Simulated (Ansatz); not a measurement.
**A hypothetical structure for NaFe6Pd**

This structure for NaFe6Pd is made up. Its elements were placed in a known structure type with a cell scaled to their sizes. What cell does the guess relax to, and how far off was it?

Main program and level: Ansatz 0.2.0; DFT, PBEsol, plane-wave PAW, files of the set soft_1, scalar-relativistic, ferromagnetic start, cell and ions relaxed at zero pressure; PAW set soft_1, in the first sound run; inputs show where later runs differ.

### Step 1. Set-up

Symmetry: Fm-3m, No. 225, cubic system. Conventional cell: a = 7.826 Å, b = 7.826 Å, c = 7.826 Å, α = 90.00°, β = 90.00°, γ = 90.00°. Pd has 12 Fe at 2.77 Å nearest. Nearest to Fe lie 2 Na at 2.77 Å and 8 Fe at 2.77 Å and 2 Pd at 2.77 Å. Nearest to Na lie 12 Fe at 2.77 Å. Farther neighbours are not listed.

### Step 2. Relaxing cell and atoms

The guessed cell has no reason to be at equilibrium. It is relaxed with the atoms, within the space group of the guess.

File input.yaml:

```yaml
crystal:
  lattice:
    - [0.0, 3.913, 3.913]
    - [3.913, 0.0, 3.913]
    - [3.913, 3.913, 0.0]
  atoms:
    - { symbol: Pd, position: [0.5, 0.5, 0.5] }
    - { symbol: Fe, position: [0.5, 0.0, 0.0], spin: 3.0 }
    - { symbol: Fe, position: [0.0, 0.5, 0.0], spin: 3.0 }
    - { symbol: Fe, position: [0.5, 0.5, 0.0], spin: 3.0 }
    - { symbol: Fe, position: [0.0, 0.5, 0.5], spin: 3.0 }
    - { symbol: Fe, position: [0.5, 0.0, 0.5], spin: 3.0 }
    - { symbol: Fe, position: [0.0, 0.0, 0.5], spin: 3.0 }
    - { symbol: Na, position: [0.0, 0.0, 0.0] }
magnetization:
  spin_polarized: true
kpoints:
  mp_grid: { grid: [6, 6, 6] }
scf:
  occupations: { method: fermi_dirac, width: 0.05 }
hamiltonian:
  xc: pbesol
  pseudopotentials: { kind: paw, azcp: { folder: soft_1 }, xc_functional: pbe }
relax:
  f_tol: 0.015
  max_steps: 70
  cell: {}
output:
  forces: true
  stress: true
```

Started as:

```sh
> ansatz run input.yaml --threads 4 --pin off --max-ram 10240MiB --backend cpu --events-out ev --progress --plain --runs-dir out
```

Numbers of over 12 decimals in the logs are rounded to 6 here.

The log of the run:

```text
Engine: ansatz 0.2.0, x86_64-unknown-linux-gnu
Pseudopotentials: kind: paw
Pseudopotential: Pd, paw, valence charge 18, recommended cutoff 420 eV (normal), soft_1/Pd.paw.azcp
Pseudopotential: Fe, paw, valence charge 16, recommended cutoff 420 eV (normal), soft_1/Fe.paw.azcp
Pseudopotential: Na, paw, valence charge 9, recommended cutoff 420 eV (normal), soft_1/Na.paw.azcp
Functional definition: PBEsol
  exchange = pbesol_x
  correlation = pbesol_c
Crystal: 8 atoms, lattice volume = 119.828 Å³
Basis set: ecut = 420 eV, 2397 PW (Γ), exchange–correlation on 80×80×80 points (8 copies of the dense FFT grid, shifted against one another)
Bands: 85, of which v1, the nominal top of the filled ones, is band 62 counted from 1 (61 counted from 0)
Symmetry: 48 space group operations
Space group: Fm-3m (ITA 225), of the structure as read, at distance tolerance 4.9e-5 Å
Magnetic group: BNS 225.116 (UNI 1618), of the structure as read, at distance tolerance 4.9e-5 Å
k-points: 16 of 216
Non-local potential: Pd, projectors of the file, l = 0: 2, l = 1: 2, l = 2: 2, l = 3: 1
Non-local potential: Fe, projectors of the file, l = 0: 3, l = 1: 2, l = 2: 3, l = 3: 1
Non-local potential: Na, projectors of the file, l = 0: 3, l = 1: 2, l = 2: 1
PAW form: soft (Blöchl's): semilocal exchange-correlation on the pseudo side does not see the compensation charge
PAW frozen core: Pd, regenerated for the run's functional, and the local potential with it (the file was generated under x = pbe(κ = 0.804, μ = 0.219515), c = pbe(β = 0.066725))
PAW frozen core: Fe, regenerated for the run's functional, and the local potential with it (the file was generated under x = pbe(κ = 0.804, μ = 0.219515), c = pbe(β = 0.066725))
PAW frozen core: Na, regenerated for the run's functional, and the local potential with it (the file was generated under x = pbe(κ = 0.804, μ = 0.219515), c = pbe(β = 0.066725))
PAW one-centre angular grid: Pd, 590 points (default); XC on 64 Gauss nodes
PAW one-centre angular grid: Fe, 590 points (default); XC on 64 Gauss nodes
PAW one-centre angular grid: Na, 110 points (default); XC on 64 Gauss nodes
Initial density: superposition of atomic densities (chi_scale 0.1, normalization cell, long waves kept (reshape's long-wave potential 0.00 eV rms))
Starting moments: Σ|m| = 18 μB on 6 of 8 sites
Initial wavefunctions: pseudopotential atomic-orbital guess
Functional: x = pbesol(κ = 0.804, μ = 0.123457), c = pbesol(β = 0.046)
SCF iter   1: F=—  HF=-35094.293429 eV  |F-HF|=—  |Δ(HF+E_count)|=         —  Δρ=1.93e-1 (↑1.93e-1 ↓1.84e-1)  dr2=3.62e2  dr2_m=5.11e-1  M=14.105 μB ∫|m|=16.010 μB  β_m=0.30  ethr=3.10e-3  ⟨swp⟩=5.8  Hψ=9119  notcnv=0  defer=1
Mixer restart at iter 1: flushing history
preconditioner: auto → Kerker (q_TF=auto, 2.740 Å⁻¹)  [metal: Δε(μ)=0.011 eV  Ē_g=6.889 eV  σ=0.050 eV  W_gap=0.06  n_scr=50 (ndim 8)  ℏωp=26.1 eV  f_vac=0.000  D(μ)=9.65/eV (n_scr^D=112)]
spin=Collinear: Kerker preconditioning applied to the charge; magnetization (m = ρ↑ − ρ↓) channel mixes plain (no charge-response kernel on spin).
SCF iter   2: F=—  HF=-35070.868139 eV  |F-HF|=—  |Δ(HF+E_count)|=    2.34e1  Δρ=4.84e-2 (↑3.30e-2 ↓4.84e-2)  dr2=3.97e0  dr2_m=4.31e-1  M=17.140 μB ∫|m|=17.685 μB  β_m=0.29  ethr=3.10e-3  ⟨swp⟩=4.0  Hψ=7059  notcnv=0  defer=295
SCF iter   3: F=—  HF=-35070.135453 eV  |F-HF|=—  |Δ(HF+E_count)|=   7.33e-1  Δρ=2.80e-2 (↑2.06e-2 ↓2.80e-2)  dr2=1.37e0  dr2_m=3.42e-1  M=17.134 μB ∫|m|=17.769 μB  β_m=0.47  ethr=3.10e-3  ⟨swp⟩=2.7  Hψ=4575  notcnv=0  defer=288
SCF iter   4: F=—  HF=-35070.660241 eV  |F-HF|=—  |Δ(HF+E_count)|=   5.25e-1  Δρ=1.36e-2 (↑7.71e-3 ↓1.36e-2)  dr2=5.74e-1  dr2_m=6.06e-2  M=17.111 μB ∫|m|=17.921 μB  β_m=0.52  ethr=1.11e-3  ⟨swp⟩=2.1  Hψ=5144  notcnv=0  defer=288
SCF iter   5: F=—  HF=-35070.709010 eV  |F-HF|=—  |Δ(HF+E_count)|=   4.88e-2  Δρ=3.95e-3 (↑3.95e-3 ↓3.33e-3)  dr2=1.64e-1  dr2_m=9.26e-4  M=17.086 μB ∫|m|=18.046 μB  β_m=0.70  ethr=4.67e-4  ⟨swp⟩=2.1  Hψ=5186  notcnv=0  defer=288
SCF iter   6: F=—  HF=-35070.683009 eV  |F-HF|=—  |Δ(HF+E_count)|=         —  Δρ=1.68e-3 (↑1.68e-3 ↓1.20e-3)  dr2=1.37e-2  dr2_m=6.96e-4  M=17.072 μB ∫|m|=18.066 μB  β_m=0.70  ethr=1.34e-4  ⟨swp⟩=2.0  Hψ=3381  notcnv=0  defer=286
Mixer restart at iter 6: flushing history
SCF iter   7: F=—  HF=-35070.681924 eV  |F-HF|=—  |Δ(HF+E_count)|=   1.08e-3  Δρ=7.98e-4 (↑7.18e-4 ↓7.98e-4)  dr2=4.07e-3  dr2_m=2.19e-4  M=17.082 μB ∫|m|=18.077 μB  β_m=0.84  ethr=1.11e-5  ⟨swp⟩=2.0  Hψ=4002  notcnv=0  defer=286
SCF iter   8: F=—  HF=-35070.681968 eV  |F-HF|=—  |Δ(HF+E_count)|=   4.36e-5  Δρ=9.48e-4 (↑8.70e-4 ↓9.48e-4)  dr2=3.19e-3  dr2_m=2.81e-5  M=17.092 μB ∫|m|=18.086 μB  β_m=0.74  ethr=3.31e-6  ⟨swp⟩=2.0  Hψ=3914  notcnv=0  defer=286
SCF iter   9: F=—  HF=-35070.681426 eV  |F-HF|=—  |Δ(HF+E_count)|=   5.42e-4  Δρ=3.86e-4 (↑3.86e-4 ↓1.73e-4)  dr2=2.30e-4  dr2_m=2.42e-5  M=17.096 μB ∫|m|=18.090 μB  β_m=0.72  ethr=2.59e-6  ⟨swp⟩=2.0  Hψ=4544  notcnv=0  defer=286
SCF iter  10: F=—  HF=-35070.681302 eV  |F-HF|=—  |Δ(HF+E_count)|=   1.25e-4  Δρ=1.20e-4 (↑1.20e-4 ↓1.06e-4)  dr2=8.54e-5  dr2_m=9.69e-7  M=17.097 μB ∫|m|=18.091 μB  β_m=0.83  ethr=1.87e-7  ⟨swp⟩=2.4  Hψ=4256  notcnv=0  defer=286
SCF iter  11: F=—  HF=-35070.681299 eV  |F-HF|=—  |Δ(HF+E_count)|=   3.10e-6  Δρ=9.36e-5 (↑6.04e-5 ↓9.36e-5)  dr2=2.57e-5  dr2_m=6.31e-7  M=17.096 μB ∫|m|=18.089 μB  β_m=0.91  ethr=6.94e-8  ⟨swp⟩=2.0  Hψ=3625  notcnv=0  defer=286
SCF iter  12: F=—  HF=-35070.681298 eV  |F-HF|=—  |Δ(HF+E_count)|=   3.54e-7  Δρ=3.06e-5 (↑2.12e-5 ↓3.06e-5)  dr2=4.23e-6  dr2_m=1.13e-7  M=17.096 μB ∫|m|=18.088 μB  β_m=0.96  ethr=2.09e-8  ⟨swp⟩=2.0  Hψ=3332  notcnv=0  defer=286
SCF iter  13: F=—  HF=-35070.681297 eV  |F-HF|=—  |Δ(HF+E_count)|=   8.38e-7  Δρ=6.31e-6 (↑4.26e-6 ↓6.31e-6)  dr2=2.04e-7  dr2_m=4.28e-9  M=17.096 μB ∫|m|=18.088 μB  β_m=0.98  ethr=3.44e-9  ⟨swp⟩=2.0  Hψ=3857  notcnv=0  defer=286
SCF iter  14: F=—  HF=-35070.681297 eV  |F-HF|=—  |Δ(HF+E_count)|=   1.64e-8  Δρ=3.49e-6 (↑2.45e-6 ↓3.49e-6)  dr2=5.13e-8  dr2_m=6.29e-10  M=17.096 μB ∫|m|=18.088 μB  β_m=0.93  ethr=1.66e-10  ⟨swp⟩=2.0  Hψ=3395  notcnv=0  defer=286
SCF iter  15: F=-35070.681297 eV  HF=-35070.681297 eV  |F-HF|=3.37e-9  |Δ(HF+E_count)|=   7.37e-9  Δρ=1.23e-6 (↑9.42e-7 ↓1.23e-6)  dr2=4.71e-9  dr2_m=4.97e-11  M=17.096 μB ∫|m|=18.088 μB  ethr=4.17e-11  ⟨swp⟩=2.0  Hψ=7557  notcnv=0
SCF 1 converged in 15 iterations: F = -35070.681297 eV  dr2 = 4.71e-9
  greatest PAW one-centre occupation: 1.001 electrons in one spin orbital (limit 2), on the Fe atom at site 1 (counted from 0), in its partial waves of l = 1
[...]
Basis set: ecut = 420 eV, 1989 PW (Γ), exchange–correlation on 72×72×72 points (8 copies of the dense FFT grid, shifted against one another)
Initial wavefunctions: pseudopotential atomic-orbital guess (no wavefunctions were taken with the density)
iter 1 solved again at ethr=2.67e-7 eV; its pass at ethr=3.10e-3 eV (dr2=3.28e-4 eV) is discarded
SCF iter   1: F=—  HF=-35071.812526 eV  |F-HF|=—  |Δ(HF+E_count)|=         —  Δρ=4.97e-4 (↑3.29e-4 ↓4.97e-4)  dr2=5.14e-4  dr2_m=1.00e-5  M=15.925 μB ∫|m|=16.619 μB  β_m=0.65  ethr=2.67e-7  ⟨swp⟩=3.1  Hψ=16592  notcnv=0
preconditioner: auto → Kerker (q_TF=auto, 2.054 Å⁻¹)  [metal: Δε(μ)=0.012 eV  Ē_g=9.846 eV  σ=0.050 eV  W_gap=0.06  n_scr=14 (ndim 8)  ℏωp=29.8 eV  f_vac=0.000  D(μ)=8.93/eV (n_scr^D=112)]
spin=Collinear: Kerker preconditioning applied to the charge; magnetization (m = ρ↑ − ρ↓) channel mixes plain (no charge-response kernel on spin).
SCF iter   2: F=—  HF=-35071.812327 eV  |F-HF|=—  |Δ(HF+E_count)|=   1.98e-4  Δρ=1.23e-4 (↑1.14e-4 ↓1.23e-4)  dr2=8.06e-6  dr2_m=7.28e-6  M=15.927 μB ∫|m|=16.621 μB  β_m=0.56  ethr=2.67e-7  ⟨swp⟩=2.0  Hψ=3572  notcnv=0
SCF iter   3: F=—  HF=-35071.812388 eV  |F-HF|=—  |Δ(HF+E_count)|=   6.04e-5  Δρ=8.27e-5 (↑8.27e-5 ↓4.29e-5)  dr2=4.59e-6  dr2_m=2.14e-6  M=15.924 μB ∫|m|=16.618 μB  β_m=0.53  ethr=6.55e-9  ⟨swp⟩=2.1  Hψ=4741  notcnv=0
SCF iter   4: F=—  HF=-35071.812420 eV  |F-HF|=—  |Δ(HF+E_count)|=   3.26e-5  Δρ=7.37e-5 (↑1.95e-5 ↓7.37e-5)  dr2=8.17e-6  dr2_m=1.08e-6  M=15.923 μB ∫|m|=16.617 μB  β_m=0.77  ethr=3.73e-9  ⟨swp⟩=2.0  Hψ=3799  notcnv=0
SCF iter   5: F=—  HF=-35071.812472 eV  |F-HF|=—  |Δ(HF+E_count)|=   5.14e-5  Δρ=7.18e-5 (↑3.38e-5 ↓7.18e-5)  dr2=8.19e-6  dr2_m=1.74e-6  M=15.921 μB ∫|m|=16.614 μB  β_m=0.45  ethr=3.73e-9  ⟨swp⟩=2.0  Hψ=4547  notcnv=0
SCF iter   6: F=—  HF=-35071.812494 eV  |F-HF|=—  |Δ(HF+E_count)|=   2.22e-5  Δρ=4.46e-5 (↑4.46e-5 ↓1.44e-5)  dr2=1.52e-6  dr2_m=3.26e-7  M=15.919 μB ∫|m|=16.612 μB  β_m=0.76  ethr=3.73e-9  ⟨swp⟩=2.0  Hψ=4543  notcnv=0
SCF iter   7: F=—  HF=-35071.812497 eV  |F-HF|=—  |Δ(HF+E_count)|=   3.27e-6  Δρ=1.33e-5 (↑1.33e-5 ↓7.15e-6)  dr2=2.21e-7  dr2_m=2.73e-8  M=15.918 μB ∫|m|=16.611 μB  β_m=0.88  ethr=1.23e-9  ⟨swp⟩=2.0  Hψ=3573  notcnv=0
SCF iter   8: F=—  HF=-35071.812498 eV  |F-HF|=—  |Δ(HF+E_count)|=   4.03e-7  Δρ=3.98e-6 (↑3.20e-6 ↓3.98e-6)  dr2=6.13e-8  dr2_m=1.77e-9  M=15.918 μB ∫|m|=16.611 μB  β_m=0.94  ethr=1.79e-10  ⟨swp⟩=1.5  Hψ=3170  notcnv=0
SCF iter   9: F=—  HF=-35071.812498 eV  |F-HF|=—  |Δ(HF+E_count)|=   4.47e-8  Δρ=1.84e-6 (↑1.84e-6 ↓1.82e-6)  dr2=9.65e-9  dr2_m=7.61e-11  M=15.918 μB ∫|m|=16.610 μB  β_m=0.84  ethr=4.98e-11  ⟨swp⟩=2.0  Hψ=4504  notcnv=0
SCF iter  10: F=—  HF=-35071.812498 eV  |F-HF|=—  |Δ(HF+E_count)|=   3.98e-9  Δρ=7.83e-7 (↑6.60e-7 ↓7.83e-7)  dr2=1.63e-9  dr2_m=9.18e-12  M=15.918 μB ∫|m|=16.610 μB  β_m=0.92  ethr=7.85e-12  ⟨swp⟩=2.0  Hψ=3758  notcnv=0
SCF iter  11: F=—  HF=-35071.812498 eV  |F-HF|=—  |Δ(HF+E_count)|=   3.90e-9  Δρ=1.62e-7 (↑1.18e-7 ↓1.62e-7)  dr2=1.10e-10  dr2_m=8.20e-13  M=15.918 μB ∫|m|=16.610 μB  β_m=0.96  ethr=1.33e-12  ⟨swp⟩=2.0  Hψ=4402  notcnv=0
SCF iter  12: F=—  HF=-35071.812498 eV  |F-HF|=—  |Δ(HF+E_count)|=  1.24e-10  Δρ=2.99e-8 (↑2.99e-8 ↓2.80e-8)  dr2=2.87e-12  dr2_m=4.19e-14  M=15.918 μB ∫|m|=16.610 μB  β_m=0.98  ethr=1.00e-12  ⟨swp⟩=1.8  Hψ=2949  notcnv=0
SCF iter  13: F=-35071.812498 eV  HF=-35071.812498 eV  |F-HF|=1.46e-11  |Δ(HF+E_count)|=  2.18e-11  Δρ=6.30e-8 (↑4.06e-8 ↓6.30e-8)  dr2=1.66e-11  dr2_m=3.18e-13  M=15.918 μB ∫|m|=16.610 μB  ethr=1.00e-12  ⟨swp⟩=2.2  Hψ=7612  notcnv=0
SCF 5 converged in 13 iterations: F = -35071.812498 eV  dr2 = 1.66e-11
  greatest PAW one-centre occupation: 1.001 electrons in one spin orbital (limit 2), on the Fe atom at site 5 (counted from 0), in its partial waves of l = 1
relax step   5: F+E_penalty+E_count = -35071.81249772 eV  Δ(F+E_penalty+E_count) = +1.163e-2 eV  max|allowed force component| = 4.770e-29 eV/Å  Δτ_max = 0.0000 Å  P = -0.017 GPa  Ω = 101.067 Å³  stress off target by 1.69e-2 GPa  SCF on the basis re-selected at this cell (its energy is not comparable with the rows above)  (13 SCF iters)
basis re-selected at this cell: Δ(F+E_penalty+E_count) = +1.163e-2 eV, ΔP = +0.002 GPa vs the last step (what re-selecting the basis moved, of the pressure what is left beyond the Pulay correction that the steps carried, after the strain that the cell walked since its last selection, with what the two solves' SCF thresholds leave and, on support functions, any second-order correction that the steps lacked; it is no measure of the basis error at this ecutwfc). The dense FFT grid was sized anew with the basis: this SCF ran on 36×36×36 points, the steps before it on 40×40×40, so part of this shift can come from that change (see relax.cell in the input reference). [rest of the remark cut]
SCF converged after 13 iterations
Magnetization: 15.9177 μB (69.4589 up, 53.5411 down)
Absolute magnetization: 16.6114 μB (∫|ρ↑−ρ↓|, with the PAW one-centre terms)
Spin contamination: 0.3386 ħ² per cell (⟨S²⟩ above its minimum at these occupations)
Per-site moments (μB) at R_I (Å): [(0.299552, 1.078372), (2.638894, 1.078372), (2.638894, 1.078372), (2.638894, 1.078372), (2.638894, 1.078372), (2.638894, 1.078372), (2.638894, 1.078372), (-0.043519, 1.078372)]
Free energy (F): -35071.812498 eV
Harris-Foulkes:  -35071.812498 eV  (|F-HF|=1.46e-11)
Internal energy: -35071.739244 eV  (E = F + TS)
E sigma→0 (E₀):  -35071.775871 eV
Entropy (-TS):   -0.073254 eV (-9.157 meV/atom)
Fermi energy:    16.230224 eV
--- Per-component energies (eV) ---
  E_band       = -1793.170972
  E_kinetic    = 2540.298174
  E_local      = -16785.390375  (includes V_loc(G=0)·N_el)
  E_nonlocal   = 2412.799810
  E_hartree    = 6793.997739
  E_xc         = -829.981042
  E_vxc        = -1067.757397  (∫ρ·V_xc dr)
  E_paw        = -12140.588922  (= ΣΔE_a)
  E_vpaw       = -2481.110933  (= ΣTr[D̂ρ^β])
  E_aug_tail   = -0.005630  (compensation charges beyond the density's cutoff)
  E_ewald      = -17064.301430
  E_core_change = 1.432431  (= ΣΔE_core)
  E_smearing   = -0.073254  (= −TS)
  E_closure    = -0.000000  (closes the sum)
  Σ components = -35071.812498   (vs F -35071.812498, Δ=0.00e0)
--- Forces (eV/Å), atoms counted from 1 ---
  atom   1  Pd     0.00000000    -0.00000000    -0.00000000
  atom   2  Fe     0.00000000    -0.00000000    -0.00000000
  atom   3  Fe     0.00000000    -0.00000000     0.00000000
  atom   4  Fe     0.00000000    -0.00000000    -0.00000000
  atom   5  Fe     0.00000000    -0.00000000    -0.00000000
  atom   6  Fe     0.00000000    -0.00000000     0.00000000
  atom   7  Fe     0.00000000    -0.00000000     0.00000000
  atom   8  Na    -0.00000000     0.00000000     0.00000000
  max |Σ_I F_I| component: 3.67e-28 eV/Å
--- Stress (GPa, compression-positive) ---
       -0.016946       0.000000       0.000000
        0.000000      -0.016946       0.000000
        0.000000      -0.000000      -0.016946
  P = ⅓ Tr σ = -0.0169 GPa (-0.169 kbar)
--- Relaxed structure (4 steps of the walk, 4 accepted, 1 SCFs on fresh bases) ---
  F+E_penalty+E_count = -35071.81249772 eV   max|allowed force component| = 4.770e-29 eV/Å   (the final SCF, on the basis selected at the relaxed cell)
  cell:  # Å, volume = 101.0668 Å³
    - [0, 3.697085, 3.697085]
    - [3.697085, 0, 3.697085]
    - [3.697085, 3.697085, 0]
  atoms:
    - { symbol: Pd, position: [0.5, 0.5, 0.5] }
    - { symbol: Fe, position: [0.5, 0.0, 0.0] }
    - { symbol: Fe, position: [0.0, 0.5, 0.0] }
    - { symbol: Fe, position: [0.5, 0.5, 0.0] }
    - { symbol: Fe, position: [0.0, 0.5, 0.5] }
    - { symbol: Fe, position: [0.5, 0.0, 0.5] }
    - { symbol: Fe, position: [0, 0, 0.5] }
    - { symbol: Na, position: [0, 0, 0] }
```

Wall time 32 s (4 threads of AMD EPYC 7B13 (Zen 3), shared host); peak memory 0.76 GiB.

Step by step:

```
step  energy less that of the first step (eV)  largest force component (eV/Å)  pressure (GPa)  volume (Å³)
   1                                   0.0000                          0.0000          -16.69       119.83
   2                                  -1.1232                          0.0000           -2.77       103.14
   3                                  -1.1413                          0.0000            0.95       100.37
   4                                  -1.1428                          0.0000           -0.02       101.07
  5*                                  -1.1312                          0.0000           -0.02       101.07
```

Relaxation steps marked * repeat the geometry before them on a plane-wave basis chosen anew for their cell, so energy and pressure can jump there.

The run keeps the 48 symmetry operations that it works with, so distortions that break them were not tested.

```
conventional cell, symmetrised  before  after   change
                         a (Å)   7.826  7.394   -5.5 %
                         b (Å)   7.826  7.394   -5.5 %
                         c (Å)   7.826  7.394   -5.5 %
              volume (Å³/atom)   14.98  12.63  -15.7 %
```

The relaxed structure:

```cif
data_structure
_symmetry_space_group_name_H-M 'P 1'
_symmetry_Int_Tables_number 1
_cell_length_a 5.2285
_cell_length_b 5.2285
_cell_length_c 5.2285
_cell_angle_alpha 60.000
_cell_angle_beta 60.000
_cell_angle_gamma 60.000
_cell_volume 101.07
loop_
_atom_site_label
_atom_site_type_symbol
_atom_site_fract_x
_atom_site_fract_y
_atom_site_fract_z
_atom_site_occupancy
Pd1 Pd 0.50000 0.50000 0.50000 1
Fe2 Fe 0.50000 0.00000 0.00000 1
Fe3 Fe 0.00000 0.50000 0.00000 1
Fe4 Fe 0.50000 0.50000 0.00000 1
Fe5 Fe 0.00000 0.50000 0.50000 1
Fe6 Fe 0.50000 0.00000 0.50000 1
Fe7 Fe 0.00000 0.00000 0.50000 1
Na8 Na 0.00000 0.00000 0.00000 1
```

Numbers from this step:

```yaml
free_energy: -35071.8125 eV
energy_at_zero_smearing: -35071.7759 eV
smearing_term_ts: 0.07325 eV
fermi_energy: 16.23 eV
magnetization: 15.92 μB
absolute_magnetization: 16.61 μB
site_moments: 0.2996, 2.639, 2.639, 2.639, 2.639, 2.639, 2.639, -0.04352 μB
electrons: 123
symmetry_operations: 48
pressure: -0.01695 GPa
```

Site moment by atom:

```
atom  site moment (μB)
 Pd1              0.30
 Fe2              2.64
 Fe3              2.64
 Fe4              2.64
 Fe5              2.64
 Fe6              2.64
 Fe7              2.64
 Na8             -0.04
```

Shortest distances by pair of elements, guess and relaxed (not always the same contact):

```
 pair  guess (Å)  relaxed (Å)
Fe–Pd      2.767        2.614
Fe–Fe      2.767        2.614
Fe–Na      2.767        2.614
Na–Pd      3.913        3.697
Pd–Pd      5.534        5.228
```

The relaxation ends with a pressure of -0.02 GPa.

(Part 1 of 2 ends here.)

[Logs are printed without paths, hosts, clocks, repeated set-up lines and the standing remarks that a program may print on its own settings, such as how far it seeks lower states.]

[Hosts, paths, dates, database ids (printed as entryN), source tags and the programs' standing remarks are cut or masked in the printed files.]
